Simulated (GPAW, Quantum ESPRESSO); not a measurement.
The F K edge of atom 2 in ScF3 (Pm-3m), with 2 Sc at 2.01 Å (linear, site symmetry 4/mmm), was computed in 2 ways: full core hole (charged cell) and no core hole. Program and functional: GPAW, LDA, Gaussian full width 0.9 eV up to 4 eV, rising linearly to 3.5 eV at 25 eV; cells of 4 and 16 atoms (the run without a hole in the smaller).

Each run is counted from its own lowest empty level or Fermi level and scaled to a mean of 1 over its first 20 eV.

| E (eV) | run 1 | run 2 |
| --- | --- | --- |
| -2.00 | 0.00 | 0.00 |
| -1.25 | 0.00 | 0.00 |
| -0.50 | 0.03 | 0.12 |
| 0.25 | 0.64 | 1.42 |
| 1.00 | 2.10 | 0.98 |
| 1.75 | 0.97 | 0.82 |
| 2.50 | 0.66 | 1.17 |
| 3.25 | 1.07 | 1.02 |
| 4.00 | 1.76 | 0.99 |
| 4.75 | 0.91 | 0.90 |
| 5.50 | 0.48 | 0.59 |
| 6.25 | 0.67 | 0.75 |
| 7.00 | 0.82 | 1.05 |
| 7.75 | 0.74 | 1.16 |
| 8.50 | 0.83 | 1.29 |
| 9.25 | 1.13 | 1.67 |
| 10.00 | 1.36 | 1.78 |
| 10.75 | 1.71 | 1.53 |
| 11.50 | 1.79 | 1.17 |
| 12.25 | 1.47 | 0.84 |
| 13.00 | 1.05 | 0.63 |
| 13.75 | 0.69 | 0.53 |
| 14.50 | 0.54 | 0.53 |
| 15.25 | 0.56 | 0.61 |
| 16.00 | 0.59 | 0.71 |
| 16.75 | 0.61 | 0.79 |
| 17.50 | 0.69 | 0.88 |
| 18.25 | 0.87 | 0.98 |
| 19.00 | 1.06 | 1.08 |
| 19.75 | 1.14 | 1.11 |
| 20.50 | 1.03 | 1.00 |
| 21.25 | 0.80 | 0.80 |
| 22.00 | 0.57 | 0.60 |
| 22.75 | 0.42 | 0.49 |
| 23.50 | 0.35 | 0.48 |
| 24.25 | 0.35 | 0.54 |
| 25.00 | 0.40 | 0.67 |
| 25.75 | 0.48 | 0.84 |
| 26.50 | 0.59 | 1.02 |
| 27.25 | 0.70 | 1.17 |
| 28.00 | 0.81 | 1.30 |
| 28.75 | 0.91 | 1.43 |
| 29.50 | 1.01 | 1.57 |
| 30.25 | 1.11 | 1.72 |
| 31.00 | 1.21 | 1.83 |
| 31.75 | 1.29 | 1.83 |

Q: Which run is which?

Run 1: no core hole (area from −2 to 6 eV 6.5, main maxima 1.1 eV (2.11), 4.0 eV (1.76), 11.2 eV (1.82) and 19.7 eV (1.14)). Run 2: full core hole (charged cell) (area from −2 to 6 eV 6.1, main maxima 0.5 eV (1.70), 2.8 eV (1.28), 9.8 eV (1.79) and 19.5 eV (1.11)). With each curve scaled to its own mean, the area from −2 to 6 eV with the hole is 6.1 against 6.5, and the centre of weight from −1 to 20 eV moves by +0.0 eV (first and strongest maxima below 20 eV: 1.1 eV (2.11), 4.0 eV (1.76) and 11.2 eV (1.82) without the hole, 0.5 eV (1.70), 2.8 eV (1.28) and 9.8 eV (1.79) with it); the shape changes all the same, by 37 % r.m.s.

[Hosts, paths, dates, database ids (printed as entryN), source tags and the programs' standing remarks are cut or masked in the printed files.]

[Lists of maxima count a maximum above −3 eV only where it reaches 4 % of the highest in the window and stands out from its surroundings by 2 % of it (1.5 % where it reaches 55 %); shoulders and weaker maxima are passed over, and of the rest the first, up to two pre-edge ones and the few strongest are named.]
